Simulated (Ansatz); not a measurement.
# Ca2EuS3 (Eu on 33 % of the Ca sites, one arrangement): which shell does photoemission see at 21.2 and 100 eV? (PBE)

The valence band of Ca2EuS3 (Eu on 33 % of the Ca sites, one arrangement) mixes several shells. Work out by hand which one leads the spectrum's area at each photon energy.

Filled states come from the projected DOS of Ansatz 0.2.0 (PBE+U, plane waves); cross sections σ and asymmetry parameters β are those of free atoms in a Dirac–Hartree–Slater calculation. A shell's area is states × σ × angular factor, which is 1 + β·P₂(cos θ) for linear light, with θ = 54.7° from the polarisation and P₂ = 0.001.

**At 21.2 eV** (states counted from 10.1 eV below the zero; other shells add 2.5 to the products' sum of 44.4):

```
shell  filled states a cell  cross section (Mb an electron)     β  angular factor  product  share by hand (%)  share in the simulated spectrum (%)
Ca 3p                  0.00                               0  0.00            1.00        0                  0                                    0
Eu 5d                  2.24                            2.63  0.67            1.00      5.9                 13                                   13
Eu 4f                 13.97                           0.206  1.53            1.00     2.88                  6                                    6
 S 3p                 30.66                            1.08  1.85            1.00     33.1                 75                                   75
```

**At 100 eV** (states counted from 22.9 eV below the zero; other shells add 2.1 to the products' sum of 22.5):

```
shell  filled states a cell  cross section (Mb an electron)     β  angular factor  product  share by hand (%)  share in the simulated spectrum (%)
Ca 3p                 23.72                           0.222  1.12            1.00     5.27                 23                                   23
Eu 5d                  3.02                          0.0127  1.86            1.00   0.0386                  0                                    0
Eu 4f                 13.99                           0.796  0.38            1.00     11.1                 50                                   50
 S 3p                 30.98                           0.128  1.47            1.00     3.97                 18                                   18
```

S 3p leads at 21.2 eV and Eu 4f at 100 eV. Between the two energies σ of S 3p changes by a factor 0.12 and that of Eu 4f by 3.9, so their ratio moves 33-fold in favour of the second. The simulated spectrum uses the same rule on the energy-resolved DOS, so the two share columns agree within a few points.

Only crystals where the two columns agree within 4 points and the lead is clear are worked in this form. Free-atom cross sections ignore the solid's final states, no escape depth or background enters, and the count of states a shell hangs on the projection.

[Logs are printed without paths, hosts, clocks, repeated set-up lines and the standing remarks that a program may print on its own settings, such as how far it seeks lower states.]
